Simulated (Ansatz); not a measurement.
# Sc3InC (Pm-3m): from the cell to its phonons

Task: relax Sc3InC (Pm-3m), then find its harmonic phonons.

Main program and level: Ansatz 0.2.0; DFT PBEsol, scalar-relativistic, plane waves, PAW; PAW set soft_1.

## Step 1: The starting structure

It takes space group Pm-3m (No. 221, cubic). Conventional cell: a = 4.551 Å, b = 4.551 Å, c = 4.551 Å, α = 90.00°, β = 90.00°, γ = 90.00°. Nearest to Sc lie 2 C at 2.28 Å and 4 In at 3.22 Å and 8 Sc at 3.22 Å. Nearest to In lie 12 Sc at 3.22 Å. C has 6 Sc at 2.28 Å nearest. Farther neighbours are not listed.

## Step 2: Relaxation

Harmonic phonons are second derivatives at a point where the forces vanish, and they are wanted at zero stress, so atoms and cell are relaxed first.

input.yaml reads:

```yaml
crystal:
  lattice:
    - [4.55062037, 0.0, 0.0]
    - [0.0, 4.55062037, 0.0]
    - [0.0, 0.0, 4.55062037]
  atoms:
    - { symbol: Sc, position: [0.5, 0.0, 0.5] }
    - { symbol: Sc, position: [0.0, 0.5, 0.5] }
    - { symbol: Sc, position: [0.5, 0.5, 0.0] }
    - { symbol: In, position: [0.0, 0.0, 0.0] }
    - { symbol: C, position: [0.5, 0.5, 0.5] }
kpoints:
  mp_grid: { grid: [8, 8, 8] }
hamiltonian:
  xc: pbesol
  pseudopotentials: { kind: paw, azcp: { folder: soft_1 }, xc_functional: pbe }
scf:
  occupations: { method: gaussian, width: 0.1 }
output:
  forces: true
  stress: true
  eigenvalues: true
relax:
  adjacent_minimum: "off"
  f_tol: 0.005
  max_steps: 80
  cell: { stress_tol: 0.05 }
```

The run is started by

```sh
$ ansatz run input.yaml --threads 4 --pin off --max-ram 10240MiB --backend cpu --events-out ev --progress --plain --runs-dir out
```

Numbers of over 12 decimals in the logs are rounded to 6 here.

The log of the run:

```text
Engine: ansatz 0.2.0, aarch64-unknown-linux-gnu
Pseudopotentials: kind: paw
Pseudopotential: Sc, paw, valence charge 11, recommended cutoff 420 eV (normal), soft_1/Sc.paw.azcp
Pseudopotential: In, paw, valence charge 13, recommended cutoff 420 eV (normal), soft_1/In.paw.azcp
Pseudopotential: C, paw, valence charge 4, recommended cutoff 420 eV (normal), soft_1/C.paw.azcp
Functional definition: PBEsol
  exchange = pbesol_x
  correlation = pbesol_c
Crystal: 5 atoms, lattice volume = 94.235 Å³
Basis set: ecut = 420 eV, 1839 PW (Γ), exchange–correlation on 64×64×64 points (8 copies of the dense FFT grid, shifted against one another)
Bands: 30, of which v1, the nominal top of the filled ones, is band 25 counted from 1 (24 counted from 0)
Symmetry: 48 space group operations
Space group: Pm-3m (ITA 221), of the structure as read, at distance tolerance 4.6e-5 Å
k-points: 35 of 512
Non-local potential: Sc, projectors of the file, l = 0: 3, l = 1: 2, l = 2: 3, l = 3: 1
Non-local potential: In, projectors of the file, l = 0: 2, l = 1: 2, l = 2: 2, l = 3: 1
Non-local potential: C, projectors of the file, l = 0: 2, l = 1: 2, l = 2: 1
PAW form: soft (Blöchl's): semilocal exchange-correlation on the pseudo side does not see the compensation charge
PAW frozen core: Sc, regenerated for the run's functional, and the local potential with it (the file was generated under x = pbe(κ = 0.804, μ = 0.219515), c = pbe(β = 0.066725))
PAW frozen core: In, regenerated for the run's functional, and the local potential with it (the file was generated under x = pbe(κ = 0.804, μ = 0.219515), c = pbe(β = 0.066725))
PAW frozen core: C, regenerated for the run's functional, and the local potential with it (the file was generated under x = pbe(κ = 0.804, μ = 0.219515), c = pbe(β = 0.066725))
PAW one-centre angular grid: Sc, 590 points (default); XC on 64 Gauss nodes
PAW one-centre angular grid: In, 590 points (default); XC on 64 Gauss nodes
PAW one-centre angular grid: C, 110 points (default); XC on 64 Gauss nodes
Initial density: superposition of atomic densities (chi_scale 0.1, normalization cell, long waves kept (reshape's long-wave potential 0.00 eV rms))
Initial wavefunctions: pseudopotential atomic-orbital guess
Functional: x = pbesol(κ = 0.804, μ = 0.123457), c = pbesol(β = 0.046)
SCF iter   1: F=—  HF=-12111.814354 eV  |F-HF|=—  |Δ(HF+E_count)|=         —  Δρ=6.17e-2  dr2=7.82e0  ethr=3.10e-3  ⟨swp⟩=4.8  Hψ=4134  notcnv=0
preconditioner: auto → Kerker (q_TF=auto, 2.455 Å⁻¹)  [metal: Δε(μ)=0.076 eV  Ē_g=8.155 eV  σ=0.100 eV  W_gap=0.37  n_scr=26 (ndim 8)  ℏωp=19.5 eV  f_vac=0.000  D(μ)=1.10/eV (n_scr^D=6)]
SCF iter   2: F=—  HF=-12110.198690 eV  |F-HF|=—  |Δ(HF+E_count)|=    1.62e0  Δρ=2.31e-2  dr2=1.10e0  ethr=3.10e-3  ⟨swp⟩=2.1  Hψ=1949  notcnv=0  defer=19
SCF iter   3: F=—  HF=-12109.965251 eV  |F-HF|=—  |Δ(HF+E_count)|=   2.33e-1  Δρ=1.19e-2  dr2=2.21e-1  ethr=2.21e-3  ⟨swp⟩=2.0  Hψ=1637  notcnv=0  defer=20
SCF iter   4: F=—  HF=-12109.901638 eV  |F-HF|=—  |Δ(HF+E_count)|=   6.36e-2  Δρ=1.73e-3  dr2=4.86e-3  ethr=4.42e-4  ⟨swp⟩=2.0  Hψ=1430  notcnv=0  defer=20
SCF iter   5: F=—  HF=-12109.900661 eV  |F-HF|=—  |Δ(HF+E_count)|=   9.76e-4  Δρ=6.87e-4  dr2=5.77e-4  ethr=9.73e-6  ⟨swp⟩=2.3  Hψ=1678  notcnv=0  defer=20
SCF iter   6: F=—  HF=-12109.900562 eV  |F-HF|=—  |Δ(HF+E_count)|=   9.96e-5  Δρ=1.79e-4  dr2=2.58e-5  ethr=1.15e-6  ⟨swp⟩=2.0  Hψ=1481  notcnv=0  defer=20
SCF iter   7: F=—  HF=-12109.900520 eV  |F-HF|=—  |Δ(HF+E_count)|=   4.17e-5  Δρ=3.87e-5  dr2=1.46e-6  ethr=5.17e-8  ⟨swp⟩=2.0  Hψ=1437  notcnv=0  defer=20
SCF iter   8: F=-12109.900520 eV  HF=-12109.900520 eV  |F-HF|=9.48e-9  |Δ(HF+E_count)|=   1.24e-7  Δρ=9.21e-6  dr2=8.04e-8  ethr=2.00e-10  ⟨swp⟩=6.8  Hψ=4539  notcnv=0
SCF 1 converged in 8 iterations: F = -12109.900520 eV  dr2 = 8.04e-8
  greatest PAW one-centre occupation: 0.998 electrons in one spin orbital (limit 2), on the Sc atom at site 0 (counted from 0), in its partial waves of l = 0
relax step   1: F+E_penalty+E_count = -12109.90051989 eV  Δ(F+E_penalty+E_count) = +0.000e0 eV  max|allowed force component| = 2.582e-29 eV/Å  Δτ_max = 0.0000 Å  P = -3.145 GPa  Ω = 94.235 Å³  (8 SCF iters, dr2 threshold 1.00e-7 eV, accepted)
Crystal: 5 atoms, lattice volume = 89.688 Å³
Basis set: ecut = 420 eV, 1743 PW (Γ), exchange–correlation on 64×64×64 points (8 copies of the dense FFT grid, shifted against one another)
Initial density: handed on by an earlier stage of this run
Initial wavefunctions: those handed on with the density
iter 1 solved again at ethr=1.53e-4 eV; its pass at ethr=3.10e-3 eV (dr2=7.64e-2 eV) is discarded
SCF iter   1: F=—  HF=-12109.940226 eV  |F-HF|=—  |Δ(HF+E_count)|=         —  Δρ=6.54e-3  dr2=8.13e-2  ethr=1.53e-4  ⟨swp⟩=1.0  Hψ=5799  notcnv=0
preconditioner: auto → Kerker (q_TF=auto, 2.475 Å⁻¹)  [metal: Δε(μ)=0.068 eV  Ē_g=8.654 eV  σ=0.100 eV  W_gap=0.35  n_scr=26 (ndim 8)  ℏωp=20.0 eV  f_vac=0.000  D(μ)=0.52/eV (n_scr^D=0)]
SCF iter   2: F=—  HF=-12109.924491 eV  |F-HF|=—  |Δ(HF+E_count)|=   1.57e-2  Δρ=1.71e-3  dr2=9.35e-3  ethr=1.53e-4  ⟨swp⟩=2.0  Hψ=1288  notcnv=0
SCF iter   3: F=—  HF=-12109.922502 eV  |F-HF|=—  |Δ(HF+E_count)|=   1.99e-3  Δρ=8.96e-4  dr2=2.18e-3  ethr=1.87e-5  ⟨swp⟩=2.0  Hψ=1266  notcnv=0
SCF iter   4: F=—  HF=-12109.921825 eV  |F-HF|=—  |Δ(HF+E_count)|=   6.77e-4  Δρ=2.31e-4  dr2=1.09e-4  ethr=4.37e-6  ⟨swp⟩=2.0  Hψ=1299  notcnv=0
SCF iter   5: F=—  HF=-12109.921793 eV  |F-HF|=—  |Δ(HF+E_count)|=   3.26e-5  Δρ=6.85e-5  dr2=5.06e-6  ethr=2.18e-7  ⟨swp⟩=2.1  Hψ=1332  notcnv=0
SCF iter   6: F=-12109.921792 eV  HF=-12109.921792 eV  |F-HF|=1.23e-7  |Δ(HF+E_count)|=   6.45e-7  Δρ=2.05e-5  dr2=3.38e-7  ethr=1.00e-9  ⟨swp⟩=6.2  Hψ=4290  notcnv=0
SCF 2 converged in 6 iterations: F = -12109.921792 eV  dr2 = 3.38e-7
relax step   2: F+E_penalty+E_count = -12109.92179196 eV  Δ(F+E_penalty+E_count) = -2.127e-2 eV  max|allowed force component| = 6.626e-30 eV/Å  Δτ_max = 0.0000 Å  P = +1.929 GPa  Ω = 89.688 Å³  energy of the carried Pulay correction = +1.030e-3 eV  (6 SCF iters, dr2 threshold 5.00e-7 eV, accepted)
Crystal: 5 atoms, lattice volume = 91.364 Å³
Basis set: ecut = 420 eV, 1791 PW (Γ), exchange–correlation on 64×64×64 points (8 copies of the dense FFT grid, shifted against one another)
iter 1 solved again at ethr=2.40e-5 eV; its pass at ethr=3.10e-3 eV (dr2=1.20e-2 eV) is discarded
SCF iter   1: F=—  HF=-12109.933721 eV  |F-HF|=—  |Δ(HF+E_count)|=         —  Δρ=2.55e-3  dr2=1.28e-2  ethr=2.40e-5  ⟨swp⟩=1.0  Hψ=5925  notcnv=0
preconditioner: auto → Kerker (q_TF=auto, 2.468 Å⁻¹)  [metal: Δε(μ)=0.084 eV  Ē_g=8.687 eV  σ=0.100 eV  W_gap=0.40  n_scr=26 (ndim 8)  ℏωp=19.8 eV  f_vac=0.000  D(μ)=0.49/eV (n_scr^D=0)]
SCF iter   2: F=—  HF=-12109.931288 eV  |F-HF|=—  |Δ(HF+E_count)|=   2.43e-3  Δρ=6.58e-4  dr2=1.40e-3  ethr=2.40e-5  ⟨swp⟩=2.0  Hψ=1285  notcnv=0
SCF iter   3: F=—  HF=-12109.930991 eV  |F-HF|=—  |Δ(HF+E_count)|=   2.97e-4  Δρ=3.48e-4  dr2=3.41e-4  ethr=2.81e-6  ⟨swp⟩=2.0  Hψ=1265  notcnv=0
SCF iter   4: F=—  HF=-12109.930869 eV  |F-HF|=—  |Δ(HF+E_count)|=   1.22e-4  Δρ=8.87e-5  dr2=1.71e-5  ethr=6.82e-7  ⟨swp⟩=2.0  Hψ=1295  notcnv=0
SCF iter   5: F=—  HF=-12109.930863 eV  |F-HF|=—  |Δ(HF+E_count)|=   5.44e-6  Δρ=2.65e-5  dr2=7.79e-7  ethr=3.42e-8  ⟨swp⟩=2.0  Hψ=1296  notcnv=0
SCF iter   6: F=-12109.930863 eV  HF=-12109.930863 eV  |F-HF|=2.51e-8  |Δ(HF+E_count)|=   1.04e-7  Δρ=8.27e-6  dr2=5.52e-8  ethr=1.00e-9  ⟨swp⟩=5.4  Hψ=3918  notcnv=0
SCF 3 converged in 6 iterations: F = -12109.930863 eV  dr2 = 5.52e-8
  greatest PAW one-centre occupation: 0.998 electrons in one spin orbital (limit 2), on the Sc atom at site 2 (counted from 0), in its partial waves of l = 0
relax step   3: F+E_penalty+E_count = -12109.93086336 eV  Δ(F+E_penalty+E_count) = -9.071e-3 eV  max|allowed force component| = 2.932e-30 eV/Å  Δτ_max = 0.0000 Å  P = -0.090 GPa  Ω = 91.364 Å³  energy of the carried Pulay correction = +6.446e-4 eV  (6 SCF iters, dr2 threshold 5.00e-7 eV, accepted)
[...]
relax step   4: F+E_penalty+E_count = -12109.93090236 eV  Δ(F+E_penalty+E_count) = -3.900e-5 eV  max|allowed force component| = 1.242e-29 eV/Å  Δτ_max = 0.0000 Å  P = -0.002 GPa  Ω = 91.288 Å³  energy of the carried Pulay correction = +6.619e-4 eV  (5 SCF iters, dr2 threshold 2.00e-8 eV, accepted)
Initial wavefunctions: pseudopotential atomic-orbital guess (no wavefunctions were taken with the density)
iter 1 solved again at ethr=4.23e-8 eV; its pass at ethr=3.10e-3 eV (dr2=2.12e-5 eV) is discarded
SCF iter   1: F=—  HF=-12109.930349 eV  |F-HF|=—  |Δ(HF+E_count)|=         —  Δρ=3.45e-5  dr2=1.66e-7  ethr=4.23e-8  ⟨swp⟩=3.3  Hψ=6787  notcnv=0
preconditioner: auto → Kerker (q_TF=auto, 2.468 Å⁻¹)  [metal: Δε(μ)=0.080 eV  Ē_g=8.668 eV  σ=0.100 eV  W_gap=0.39  n_scr=26 (ndim 8)  ℏωp=19.8 eV  f_vac=0.000  D(μ)=0.50/eV (n_scr^D=0)]
SCF iter   2: F=—  HF=-12109.930332 eV  |F-HF|=—  |Δ(HF+E_count)|=   1.70e-5  Δρ=1.78e-5  dr2=4.18e-8  ethr=3.33e-10  ⟨swp⟩=2.0  Hψ=1784  notcnv=0
SCF iter   3: F=—  HF=-12109.930332 eV  |F-HF|=—  |Δ(HF+E_count)|=   8.31e-8  Δρ=4.58e-6  dr2=4.65e-9  ethr=8.36e-11  ⟨swp⟩=2.0  Hψ=1273  notcnv=0
SCF iter   4: F=—  HF=-12109.930332 eV  |F-HF|=—  |Δ(HF+E_count)|=   4.13e-9  Δρ=5.51e-7  dr2=2.24e-10  ethr=9.31e-12  ⟨swp⟩=2.0  Hψ=1329  notcnv=0
SCF iter   5: F=-12109.930332 eV  HF=-12109.930332 eV  |F-HF|=1.46e-11  |Δ(HF+E_count)|=  5.09e-11  Δρ=1.62e-7  dr2=3.17e-11  ethr=1.00e-12  ⟨swp⟩=4.3  Hψ=3328  notcnv=0
SCF 5 converged in 5 iterations: F = -12109.930332 eV  dr2 = 3.17e-11
  greatest PAW one-centre occupation: 0.998 electrons in one spin orbital (limit 2), on the Sc atom at site 1 (counted from 0), in its partial waves of l = 0
relax step   5: F+E_penalty+E_count = -12109.93033184 eV  Δ(F+E_penalty+E_count) = +5.705e-4 eV  max|allowed force component| = 5.903e-30 eV/Å  Δτ_max = 0.0000 Å  P = -0.011 GPa  Ω = 91.288 Å³  stress off target by 1.10e-2 GPa  SCF on the basis re-selected at this cell (its energy is not comparable with the rows above)  (5 SCF iters)
basis re-selected at this cell: Δ(F+E_penalty+E_count) = +5.705e-4 eV, ΔP = -0.009 GPa vs the last step (what re-selecting the basis moved, of the pressure what is left beyond the Pulay correction that the steps carried, after the strain that the cell walked since its last selection, with what the two solves' SCF thresholds leave and, on support functions, any second-order correction that the steps lacked; it is no m [...]
SCF converged after 5 iterations
Free energy (F): -12109.930332 eV
Harris-Foulkes:  -12109.930332 eV  (|F-HF|=1.46e-11)
Internal energy: -12109.927855 eV  (E = F + TS)
E sigma→0 (E₀):  -12109.929093 eV
Entropy (-TS):   -0.002477 eV (-0.495 meV/atom)
Fermi energy:    10.867560 eV
--- Per-component energies (eV) ---
  E_band       = -427.047797
  E_kinetic    = 929.567502
  E_local      = -3339.416395  (includes V_loc(G=0)·N_el)
  E_nonlocal   = 779.415359
  E_hartree    = 1235.203113
  E_xc         = -446.619266
  E_vxc        = -466.636561  (∫ρ·V_xc dr)
  E_paw        = -7133.238222  (= ΣΔE_a)
  E_vpaw       = -800.384256  (= ΣTr[D̂ρ^β])
  E_aug_tail   = 0.000276  (compensation charges beyond the density's cutoff)
  E_ewald      = -4135.484302
  E_core_change = 0.644080  (= ΣΔE_core)
  E_smearing   = -0.002477  (= −TS)
  E_closure    = 0.000000  (closes the sum)
  Σ components = -12109.930332   (vs F -12109.930332, Δ=0.00e0)
--- Forces (eV/Å), atoms counted from 1 ---
  atom   1  Sc    -0.00000000     0.00000000     0.00000000
  atom   2  Sc     0.00000000    -0.00000000    -0.00000000
  atom   3  Sc     0.00000000     0.00000000    -0.00000000
  atom   4  In     0.00000000     0.00000000    -0.00000000
  atom   5  C      0.00000000     0.00000000     0.00000000
  max |Σ_I F_I| component: 2.10e-30 eV/Å
--- Stress (GPa, compression-positive) ---
       -0.011006       0.000000      -0.000000
        0.000000      -0.011006      -0.000000
       -0.000000      -0.000000      -0.011006
  P = ⅓ Tr σ = -0.0110 GPa (-0.110 kbar)
--- Band table (eV; the first three rows and the last of 35) ---
  k-point 0: bands = [... 21 lower, 9.8514, 10.5934, 10.5934, 10.9409, 10.9409, 10.9409, 13.4608, 13.4608, ... 1 higher]
  k-point 1: bands = [... 21 lower, 9.7923, 10.6174, 10.7095, 10.8610, 10.8610, 10.9797, 12.8380, 13.2795, ... 1 higher]
  k-point 2: bands = [... 21 lower, 9.6645, 10.0658, 10.6731, 10.6731, 11.0343, 11.0828, 12.4951, 13.3254, ... 1 higher]
  k-point 34: bands = [... 21 lower, 7.2698, 10.0012, 10.0012, 10.0012, 12.3880, 12.3880, 12.3880, 12.6526, ... 1 higher]
--- Relaxed structure (4 steps of the walk, 4 accepted, 1 SCFs on fresh bases) ---
  F+E_penalty+E_count = -12109.93033184 eV   max|allowed force component| = 5.903e-30 eV/Å   (the final SCF, on the basis selected at the relaxed cell)
  cell:  # Å, volume = 91.2879 Å³
    - [4.502680, 0, 0]
    - [0, 4.502680, 0.0]
    - [0, 0.0, 4.502680]
  atoms:
    - { symbol: Sc, position: [0.5, 0, 0.5] }
    - { symbol: Sc, position: [0, 0.5, 0.5] }
    - { symbol: Sc, position: [0.5, 0.5, 0] }
    - { symbol: In, position: [0, 0, 0] }
    - { symbol: C, position: [0.5, 0.5, 0.5] }
```

It took 8.6 s on 4 threads of Arm Neoverse V1, shared host; peak memory 0.46 GiB; 32 s of CPU time.

The steps of the relaxation:

```
step  energy less that of the first step (eV)  largest force component (eV/Å)  pressure (GPa)  volume (Å³)
   1                                   0.0000                          0.0000           -3.14        94.23
   2                                  -0.0213                          0.0000            1.93        89.69
   3                                  -0.0303                          0.0000           -0.09        91.36
   4                                  -0.0304                          0.0000            0.00        91.29
  5*                                  -0.0298                          0.0000           -0.01        91.29
```

Relaxation steps marked * repeat the geometry before them on a plane-wave basis chosen anew for their cell, so energy and pressure can jump there.

The run keeps the 48 symmetry operations that it works with, so distortions that break them were not tested.

```
conventional cell, symmetrised  before  after  change
                         a (Å)   4.551  4.503  -1.1 %
                         b (Å)   4.551  4.503  -1.1 %
                         c (Å)   4.551  4.503  -1.1 %
              volume (Å³/atom)   18.85  18.26  -3.1 %
```

Final coordinates:

```xyz
5
Lattice="4.5027 0.0000 0.0000 0.0000 4.5027 0.0000 0.0000 0.0000 4.5027" Properties=species:S:1:pos:R:3 pbc="T T T"
Sc    2.2513    0.0000    2.2513
Sc    0.0000    2.2513    2.2513
Sc    2.2513    2.2513    0.0000
In    0.0000    0.0000    0.0000
C     2.2513    2.2513    2.2513
```

This step gave:

```
pressure          : -0.01101 GPa
volume per atom   : 18.26 Å³
gap on the k-mesh : 0 eV
```

In this step the volume went from 18.85 to 18.26 Å³/atom.

## Step 3: Tight relaxation

Phonons need a cell at rest on their own settings, so the relaxation is repeated with tight tolerances on forces and stress on the k mesh and occupations of the first response run.

input.yaml, the sections that differ from step 2:

```yaml
crystal:
  lattice:
    - [4.5026798491, 0.0, 0.0]
    - [0.0, 4.5026798491, 0.0]
    - [0.0, 0.0, 4.5026798491]
  atoms:
    - { symbol: Sc, position: [0.5, 0.0, 0.5] }
    - { symbol: Sc, position: [0.0, 0.5, 0.5] }
    - { symbol: Sc, position: [0.5, 0.5, 0.0] }
    - { symbol: In, position: [0.0, 0.0, 0.0] }
    - { symbol: C, position: [0.5, 0.5, 0.5] }
scf:
  occupations: { method: methfessel_paxton, width: 0.2 }
relax:
  adjacent_minimum: "off"
  f_tol: 0.001
  max_steps: 60
  cell: { stress_tol: 0.01 }
# kpoints, hamiltonian, output: as in step 2
```

The log of the run:

```text
[...]
Crystal: 5 atoms, lattice volume = 91.288 Å³
Basis set: ecut = 420 eV, 1791 PW (Γ), exchange–correlation on 64×64×64 points (8 copies of the dense FFT grid, shifted against one another)
Bands: 30, of which v1, the nominal top of the filled ones, is band 25 counted from 1 (24 counted from 0)
Symmetry: 48 space group operations
[...]
k-points: 35 of 512
[...]
--- Relaxed structure (2 steps of the walk, 2 accepted, 1 SCFs on fresh bases) ---
[...]
cell:  # Å, volume = 91.2691 Å³
    - [4.502371, 0, 0]
    - [0, 4.502371, 0.0]
    - [0, 0.0, 4.502371]
  atoms:
    - { symbol: Sc, position: [0.5, 0, 0.5] }
    - { symbol: Sc, position: [0, 0.5, 0.5] }
    - { symbol: Sc, position: [0.5, 0.5, 0] }
    - { symbol: In, position: [0, 0, 0] }
    - { symbol: C, position: [0.5, 0.5, 0.5] }
[key lines of the parts left out:]
SCF converged after 7 iterations
Free energy (F): -12109.927289 eV
Fermi energy:    10.846431 eV
P = ⅓ Tr σ = 0.0076 GPa (0.076 kbar)
```

Elapsed: 5.1 s, on 4 threads; peak memory 0.46 GiB.

Little changed from the start: no atom moved by 0.005 Å and no cell edge by 0.1 %.

Numbers from this step:

```yaml
pressure: 0.007634 GPa
volume_per_atom: 18.25 Å³
```

The forces vanish by symmetry and the pressure is 0.008 GPa, within the tolerances set. The cell now holds 18.25 Å³/atom.

(Continued in part 2 of 3.)

[Logs are printed without paths, hosts, clocks, repeated set-up lines and the standing remarks that a program may print on its own settings, such as how far it seeks lower states.]

[Hosts, paths, dates, database ids (printed as entryN), source tags and the programs' standing remarks are cut or masked in the printed files.]
